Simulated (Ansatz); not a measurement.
# SrAlH3 (Pm-3m): following an unstable mode, part 2 of 3

Which phase does SrAlH3 (Pm-3m) fall into along its unstable mode, and how much energy does it gain?

Ansatz 0.2.0; DFT PBEsol, scalar-relativistic, plane waves, PAW; PAW set soft_1.

So far, highest frequency on path, mesh or solved points (cm⁻¹): step 2 (phonons on a q mesh) 1451. Also lowest frequency on the path (cm⁻¹): step 2 -742.

## 4. The mode frozen in, largest atomic shift 0.6 Å

The atoms are moved along the unstable eigenvector, the largest shift by 0.6 Å, with the cell fixed.

File input.yaml:

```yaml
crystal:
  lattice:
    - [4.4956135358, 0.0, 0.0]
    - [0.0, 4.4956135358, 0.0]
    - [0.0, 0.0, 4.4956135358]
  atoms:
    - { symbol: Sr, position: [0.500457751, 0.499542249, 0.499542249] }
    - { symbol: Al, position: [0.0056131679, -0.0056131679, -0.0056131679] }
    - { symbol: H, position: [-0.0013029361, 0.5943683987, 0.5943683987] }
    - { symbol: H, position: [0.4056316013, 0.5943683987, 0.0013029361] }
    - { symbol: H, position: [0.4056316013, 0.0013029361, 0.5943683987] }
kpoints:
  mp_grid: { grid: [8, 8, 8] }
hamiltonian:
  xc: pbesol
  pseudopotentials: { kind: paw, azcp: { folder: soft_1 }, xc_functional: pbe }
scf:
  occupations: { method: methfessel_paxton, width: 0.2 }
output:
  forces: true
  stress: true
  eigenvalues: true
```

The run is started by

```console
$ ansatz run input.yaml --threads 4 --pin off --max-ram 10240MiB --backend cpu --events-out ev --progress --plain --runs-dir out
```

Output:

```text
[...]
Crystal: 5 atoms, lattice volume = 90.859 Å³
Basis set: ecut = 420 eV, 1791 PW (Γ), exchange–correlation on 64×64×64 points (8 copies of the dense FFT grid, shifted against one another)
Bands: 13, of which v1, the nominal top of the filled ones, is band 8 counted from 1 (7 counted from 0)
Symmetry: 6 space group operations
[...]
k-points: 65 of 512 (time reversal used)
[...]
k-point 0: bands = [... 4 lower, -3.1151, 1.0705, 1.0705, 2.8946, 5.2019, 5.2019, 5.4068, 8.3386, ... 1 higher]
  k-point 1: bands = [... 4 lower, -2.9965, 0.9883, 1.1039, 2.6542, 5.0905, 5.1816, 5.8931, 8.3221, ... 1 higher]
  k-point 2: bands = [... 4 lower, -2.6592, 0.5378, 1.1883, 2.5010, 5.1229, 5.1617, 6.5100, 8.3373, ... 1 higher]
  k-point 64: bands = [... 4 lower, -0.1702, 0.8197, 1.3679, 1.3679, 3.3961, 3.3961, 4.1610, 8.5064, ... 1 higher]
[key lines of the parts left out:]
SCF converged after 7 iterations
Free energy (F): -4062.716692 eV
Fermi energy:    3.032688 eV
P = ⅓ Tr σ = -2.9969 GPa (-29.969 kbar)
```

It took 2.7 s on 4 threads of Arm Neoverse V1, shared host; peak memory 0.41 GiB.

Read from the output:

| Property | Result |
| --- | --- |
| pressure | -2.997 GPa |
| gap on the k-mesh | 0.4959 eV |
| energy from the undistorted cell | -128.4 meV/atom |

The energy, extrapolated to zero smearing, is -128.45 meV/atom against the undistorted cell.

The run ends at a pressure of -3.00 GPa, with forces up to 1.6 eV/Å.

## 5. Energy along the mode, all amplitudes (two of the runs are shown above)

An imaginary frequency means negative curvature, so the energy should fall and then rise again as anharmonic terms take over.

This step gave:

| Item | Value |
| --- | --- |
| depth at the lowest point sampled | 128.4 meV/atom |
| largest atomic shift at that point | 0.6 Å |

Table of energy from the parent by largest atomic shift:

```csv
largest atomic shift (Å),energy from the parent (meV/atom)
0.000,0
0.040,-0.678
0.080,-2.71
0.140,-8.28
0.220,-20.2
0.320,-41.4
0.450,-77.8
0.600,-128
```

Displacement at unit largest shift by atom:

```csv
atom,x (Å),y (Å),z (Å),size
Sr1,0.003,-0.003,-0.003,0.005
Al2,0.042,-0.042,-0.042,0.073
H3,-0.010,0.707,0.707,1.000
H4,-0.707,0.707,0.010,1.000
H5,-0.707,0.010,0.707,1.000
```

The energy still falls at the last step, so the rise lies beyond the steps tried.

## 6. Relaxing from the distorted cell

Starting from the lowest point found, all atoms and the cell are let go, so that strain and other modes of the same symmetry can join in.

Edit input.yaml of step 4 so:

```diff
@@ -22 +22,6 @@
   eigenvalues: true
+relax:
+  adjacent_minimum: "off"
+  f_tol: 0.002
+  max_steps: 120
+  cell: { stress_tol: 0.03 }
```

Output:

```text
[...]
Crystal: 5 atoms, lattice volume = 90.859 Å³
Basis set: ecut = 420 eV, 1791 PW (Γ), exchange–correlation on 64×64×64 points (8 copies of the dense FFT grid, shifted against one another)
Bands: 13, of which v1, the nominal top of the filled ones, is band 8 counted from 1 (7 counted from 0)
Symmetry: 6 space group operations
[...]
k-points: 65 of 512 (time reversal used)
[...]
SCF iter   1: F=—  HF=-4064.184220 eV  |F-HF|=—  |Δ(HF+E_count)|=         —  Δρ=5.15e-2  dr2=4.15e0  ethr=3.10e-3  ⟨swp⟩=8.8  Hψ=6985  notcnv=0
[...]
SCF iter   7: F=-4062.716692 eV  HF=-4062.716692 eV  |F-HF|=2.04e-9  |Δ(HF+E_count)|=   6.00e-8  S|Δr|=    0.00e0  Δρ=6.35e-6  dr2=1.81e-8  ethr=6.25e-10  ⟨swp⟩=11.1  Hψ=6337  notcnv=0
SCF 1 converged in 7 iterations: F = -4062.716692 eV  dr2 = 1.81e-8
[...]
relax step   1: F+E_penalty+E_count = -4062.71669201 eV  Δ(F+E_penalty+E_count) = +0.000e0 eV  max|allowed force component| = 9.409e-1 eV/Å  Δτ_max = 0.0000 Å  P = -2.997 GPa  Ω = 90.859 Å³  (7 SCF iters, dr2 threshold 1.00e-7 eV, accepted)
Crystal: 5 atoms, lattice volume = 88.560 Å³
Basis set: ecut = 420 eV, 1755 PW (Γ), exchange–correlation on 64×64×64 points (8 copies of the dense FFT grid, shifted against one another)
[...]
SCF iter   5: F=-4063.265396 eV  HF=-4063.265396 eV  |F-HF|=1.44e-7  |Δ(HF+E_count)|=   7.08e-6  S|Δr|=    0.00e0  Δρ=1.52e-5  dr2=1.66e-7  ethr=3.12e-9  ⟨swp⟩=10.3  Hψ=5832  notcnv=0
SCF 2 converged in 5 iterations: F = -4063.265396 eV  dr2 = 1.66e-7
relax step   2: F+E_penalty+E_count = -4063.26539575 eV  Δ(F+E_penalty+E_count) = -5.487e-1 eV  max|allowed force component| = 1.088e0 eV/Å  Δτ_max = 0.1907 Å  P = -2.951 GPa  Ω = 88.560 Å³  energy of the carried Pulay correction = +6.407e-4 eV  (5 SCF iters, dr2 threshold 5.00e-7 eV, accepted)
Crystal: 5 atoms, lattice volume = 86.209 Å³
Basis set: ecut = 420 eV, 1707 PW (Γ), exchange–correlation on 64×64×64 points (8 copies of the dense FFT grid, shifted against one another)
[...]
SCF iter   5: F=-4063.927763 eV  HF=-4063.927763 eV  |F-HF|=2.18e-7  |Δ(HF+E_count)|=   8.59e-6  S|Δr|=    0.00e0  Δρ=1.98e-5  dr2=3.28e-7  ethr=3.12e-9  ⟨swp⟩=7.5  Hψ=6004  notcnv=0
SCF 3 converged in 5 iterations: F = -4063.927763 eV  dr2 = 3.28e-7
relax step   3: F+E_penalty+E_count = -4063.92776302 eV  Δ(F+E_penalty+E_count) = -6.624e-1 eV  max|allowed force component| = 9.789e-1 eV/Å  Δτ_max = 0.1944 Å  P = -2.761 GPa  Ω = 86.209 Å³  energy of the carried Pulay correction = +1.314e-3 eV  (5 SCF iters, dr2 threshold 5.00e-7 eV, accepted)
[... from here on, the SCF cycles and remarks between the steps are left out ...]
relax step   4: F+E_penalty+E_count = -4064.46980506 eV  Δ(F+E_penalty+E_count) = -5.420e-1 eV  max|allowed force component| = 3.408e-1 eV/Å  Δτ_max = 0.1973 Å  P = -1.109 GPa  Ω = 83.602 Å³  energy of the carried Pulay correction = +2.081e-3 eV  (6 SCF iters, dr2 threshold 5.00e-7 eV, accepted)
relax step   5: F+E_penalty+E_count = -4064.56937253 eV  Δ(F+E_penalty+E_count) = -9.957e-2 eV  max|allowed force component| = 5.803e-1 eV/Å  Δτ_max = 0.1870 Å  P = +0.820 GPa  Ω = 79.562 Å³  energy of the carried Pulay correction = +3.316e-3 eV  (6 SCF iters, dr2 threshold 5.00e-7 eV, accepted)
relax step   6: F+E_penalty+E_count = -4064.63776151 eV  Δ(F+E_penalty+E_count) = -6.839e-2 eV  max|allowed force component| = 2.203e-1 eV/Å  Δτ_max = 0.1609 Å  P = +0.622 GPa  Ω = 76.416 Å³  energy of the carried Pulay correction = +4.319e-3 eV  (6 SCF iters, dr2 threshold 5.00e-7 eV, accepted)
relax step   7: F+E_penalty+E_count = -4064.65072295 eV  Δ(F+E_penalty+E_count) = -1.296e-2 eV  max|allowed force component| = 4.247e-2 eV/Å  Δτ_max = 0.0977 Å  P = -0.449 GPa  Ω = 78.978 Å³  energy of the carried Pulay correction = +3.500e-3 eV  (5 SCF iters, dr2 threshold 5.00e-7 eV, accepted)
relax step   8: F+E_penalty+E_count = -4064.65523657 eV  Δ(F+E_penalty+E_count) = -4.514e-3 eV  max|allowed force component| = 5.959e-2 eV/Å  Δτ_max = 0.0113 Å  P = +0.012 GPa  Ω = 78.612 Å³  energy of the carried Pulay correction = +3.615e-3 eV  (5 SCF iters, dr2 threshold 5.00e-7 eV, accepted)
relax step   9: F+E_penalty+E_count = -4064.65778682 eV  Δ(F+E_penalty+E_count) = -2.550e-3 eV  max|allowed force component| = 2.144e-2 eV/Å  Δτ_max = 0.0124 Å  P = +0.020 GPa  Ω = 78.218 Å³  energy of the carried Pulay correction = +3.740e-3 eV  (4 SCF iters, dr2 threshold 5.00e-7 eV, accepted)
relax step  10: F+E_penalty+E_count = -4064.65794240 eV  Δ(F+E_penalty+E_count) = -1.556e-4 eV  max|allowed force component| = 6.173e-4 eV/Å  Δτ_max = 0.0041 Å  P = +0.003 GPa  Ω = 78.254 Å³  energy of the carried Pulay correction = +3.729e-3 eV  (4 SCF iters, dr2 threshold 2.87e-8 eV, accepted)
relax step  11: F+E_penalty+E_count = -4064.65624113 eV  Δ(F+E_penalty+E_count) = +1.701e-3 eV  max|allowed force component| = 8.162e-4 eV/Å  Δτ_max = 0.0000 Å  P = -0.016 GPa  Ω = 78.254 Å³  stress off target by 3.76e-2 GPa  SCF on the basis re-selected at this cell (its energy is not comparable with the rows above)  (5 SCF iters)
relax step  12: F+E_penalty+E_count = -4064.65626069 eV  Δ(F+E_penalty+E_count) = -1.956e-5 eV  max|allowed force component| = 2.643e-4 eV/Å  Δτ_max = 0.0005 Å  P = +0.001 GPa  Ω = 78.213 Å³  energy of the carried Pulay correction = +1.466e-5 eV  (4 SCF iters, dr2 threshold 3.54e-9 eV, accepted)
[...]
SCF iter   4: F=-4064.656243 eV  HF=-4064.656243 eV  |F-HF|=4.09e-12  |Δ(HF+E_count)|=  1.05e-10  S|Δr|=    0.00e0  Δρ=1.23e-7  dr2=1.15e-11  ethr=1.00e-12  ⟨swp⟩=7.2  Hψ=5457  notcnv=0
SCF 13 converged in 4 iterations: F = -4064.656243 eV  dr2 = 1.15e-11
relax step  13: F+E_penalty+E_count = -4064.65624290 eV  Δ(F+E_penalty+E_count) = +1.779e-5 eV  max|allowed force component| = 2.681e-4 eV/Å  Δτ_max = 0.0000 Å  P = +0.001 GPa  Ω = 78.213 Å³  stress off target by 1.19e-3 GPa  SCF on the basis re-selected at this cell (its energy is not comparable with the rows above)  (4 SCF iters)
[...]
SCF converged after 4 iterations
[...]
Free energy (F): -4064.656243 eV
[...]
Internal energy: -4064.656726 eV  (E = F + TS)
E sigma→0 (E₀):  -4064.656364 eV
Entropy (-TS):   0.000483 eV (0.097 meV/atom)
Fermi energy:    4.895275 eV
[...]
--- Forces (eV/Å), atoms counted from 1 ---
  atom   1  Sr     0.00026814    -0.00026814    -0.00026814
  atom   2  Al     0.00018247    -0.00018247    -0.00018247
  atom   3  H     -0.00009852     0.00017603     0.00017603
  atom   4  H     -0.00017603     0.00017603     0.00009852
  atom   5  H     -0.00017603     0.00009852     0.00017603
  max |Σ_I F_I| component: 2.24e-8 eV/Å
--- Stress (GPa, compression-positive) ---
        0.000636       0.000558       0.000558
        0.000558       0.000636      -0.000558
        0.000558      -0.000558       0.000636
  P = ⅓ Tr σ = 0.0006 GPa (0.006 kbar)
--- Band table (eV; the first three rows and the last of 65) ---
  k-point 0: bands = [... 4 lower, -3.3442, 1.5756, 1.5756, 4.8302, 6.4939, 6.4939, 7.2800, 9.1350, ... 1 higher]
  k-point 1: bands = [... 4 lower, -3.2325, 1.4053, 1.5932, 4.5963, 6.4156, 6.5683, 7.7713, 9.0664, ... 1 higher]
  k-point 2: bands = [... 4 lower, -2.9292, 0.9350, 1.6355, 4.1813, 6.6640, 6.7839, 8.4270, 8.9765, ... 1 higher]
  k-point 64: bands = [... 4 lower, -1.3923, 0.7987, 0.7987, 3.4453, 5.3313, 5.3313, 8.2019, 9.6964, ... 1 higher]
--- Relaxed structure (11 steps of the walk, 11 accepted, 2 SCFs on fresh bases) ---
  F+E_penalty+E_count = -4064.65624290 eV   max|allowed force component| = 2.681e-4 eV/Å   (the final SCF, on the basis selected at the relaxed cell)
  cell:  # Å, volume = 78.2131 Å³
    - [4.289001, 0.226832, 0.226832]
    - [0.226832, 4.289001, -0.226832]
    - [0.226832, -0.226832, 4.289001]
  atoms:
    - { symbol: Sr, position: [0.544751, 0.455249, 0.455249] }
    - { symbol: Al, position: [0.068560, -0.068560, -0.068560] }
    - { symbol: H, position: [-0.00578113, 0.645749, 0.645749] }
    - { symbol: H, position: [0.354251, 0.645749, 0.00578113] }
    - { symbol: H, position: [0.354251, 0.00578113, 0.645749] }
```

The job ended after 37 s (4 threads; peak memory 0.46 GiB).

Relaxation path:

```csv
step,energy less that of the first step (eV),largest force component (eV/Å),pressure (GPa),volume (Å³)
1,0.0000,0.9409,-3.00,90.86
2,-0.5487,1.0877,-2.95,88.56
3,-1.2111,0.9789,-2.76,86.21
4,-1.7531,0.3408,-1.11,83.60
5,-1.8527,0.5803,0.82,79.56
6,-1.9211,0.2203,0.62,76.42
7,-1.9340,0.0425,-0.45,78.98
8,-1.9385,0.0596,0.01,78.61
9,-1.9411,0.0214,0.02,78.22
10,-1.9412,0.0006,0.00,78.25
11*,-1.9395,0.0008,-0.02,78.25
12,-1.9396,0.0003,0.00,78.21
13*,-1.9396,0.0003,0.00,78.21
```

Relaxation steps marked * repeat the geometry before them on a plane-wave basis chosen anew for their cell, so energy and pressure can jump there.

Forces are held to the 6 operations that the program found; a distortion that breaks them can't arise in this run.

```csv
cell as run,before,after,change
a (Å),4.496,4.301,-4.3 %
b (Å),4.496,4.301,-4.3 %
c (Å),4.496,4.301,-4.3 %
α (°),90.00,95.88,+6.5 %
β (°),90.00,84.12,-6.5 %
γ (°),90.00,84.12,-6.5 %
volume (Å³/atom),18.17,15.64,-13.9 %
```

The atoms that moved most (Å, as changes of fractional coordinates times the final cell):

```csv
atom,dx,dy,dz,length
Al2,0.241,-0.241,-0.241,0.418
Sr1,0.170,-0.170,-0.170,0.294
H4,-0.208,0.208,-0.004,0.294
H5,-0.208,-0.004,0.208,0.294
H3,0.004,0.208,0.208,0.294
```

This step gave:

- pressure: 6.36e-4 GPa
- volume per atom: 15.64 Å³
- gap on the k-mesh: 0.4969 eV

The distorted start has space group R3m; the relaxation ends in R3m.

## 7. The new phase in its own primitive cell

The relaxed structure is symmetrised, reduced to its primitive cell and relaxed tightly, as its phonons need.

File input.yaml:

```yaml
crystal:
  lattice:
    - [3.1931762493, 1.8435811671, 2.2143333038]
    - [-3.1931762493, 1.8435811671, 2.2143333038]
    - [0.0, -3.6871623343, 2.2143333038]
  atoms:
    - { symbol: Sr, position: [0.5447511124, 0.5447511124, 0.5447511124] }
    - { symbol: Al, position: [0.0685600404, 0.0685600404, 0.0685600404] }
    - { symbol: H, position: [0.3542505812, 0.3542505812, 0.9942188703] }
    - { symbol: H, position: [0.3542505812, 0.9942188703, 0.3542505812] }
    - { symbol: H, position: [0.9942188703, 0.3542505812, 0.3542505812] }
kpoints:
  mp_grid: { grid: [9, 9, 9] }
hamiltonian:
  xc: pbesol
  pseudopotentials: { kind: paw, azcp: { folder: soft_1 }, xc_functional: pbe }
scf:
  occupations: { method: fixed }
output:
  forces: true
  stress: true
  eigenvalues: true
relax:
  adjacent_minimum: "off"
  f_tol: 0.001
  max_steps: 60
  cell: { stress_tol: 0.01 }
```

Output:

```text
[...]
Crystal: 5 atoms, lattice volume = 78.213 Å³
Basis set: ecut = 420 eV, 1537 PW (Γ), exchange–correlation on 60×60×60 points (8 copies of the dense FFT grid, shifted against one another)
Bands: 13, of which v1, the nominal top of the filled ones, is band 8 counted from 1 (7 counted from 0)
Symmetry: 6 space group operations
[...]
k-points: 85 of 729 (time reversal used)
[...]
cell:  # Å, volume = 78.2131 Å³
    - [3.193176, 1.843581, 2.214333]
    - [-3.193176, 1.843581, 2.214333]
    - [0.0, -3.687162, 2.214333]
  atoms:
    - { symbol: Sr, position: [0.5447511124, 0.5447511124, 0.544751] }
    - { symbol: Al, position: [0.0685600404, 0.0685600404, 0.0685600404] }
    - { symbol: H, position: [0.354251, 0.354251, 0.994219] }
    - { symbol: H, position: [0.354251, 0.994219, 0.3542505812] }
    - { symbol: H, position: [0.994219, 0.354251, 0.3542505812] }
[key lines of the parts left out:]
SCF converged after 6 iterations
Free energy (F): -4064.656304 eV
Fermi energy:    4.830090 eV
P = ⅓ Tr σ = 0.0005 GPa (0.005 kbar)
```

It took 7.7 s on 4 threads; peak memory 0.45 GiB.

Little changed from the start: no atom moved by 0.005 Å and no cell edge by 0.1 %.

Numbers from this step:

- pressure: 5.28e-4 GPa
- gap on the k-mesh: 0.5226 eV
- direct gap on mesh: 1.664 eV

The largest force component left is 0.57 meV/Å and the pressure is 0.001 GPa, within the tolerances set. The cell now holds 15.64 Å³/atom.

(Continued in part 3 of 3.)

[Long decimals in the printed logs are rounded to 6 places.]

[Logs are printed without paths, hosts, clocks, repeated set-up lines and the standing remarks that a program may print on its own settings, such as how far it seeks lower states.]

[Hosts, paths, dates, database ids (printed as entryN), source tags and the programs' standing remarks are cut or masked in the printed files.]

[Where the starting crystal was built by hand or by swapping elements, it need not be the compound's stable phase.]
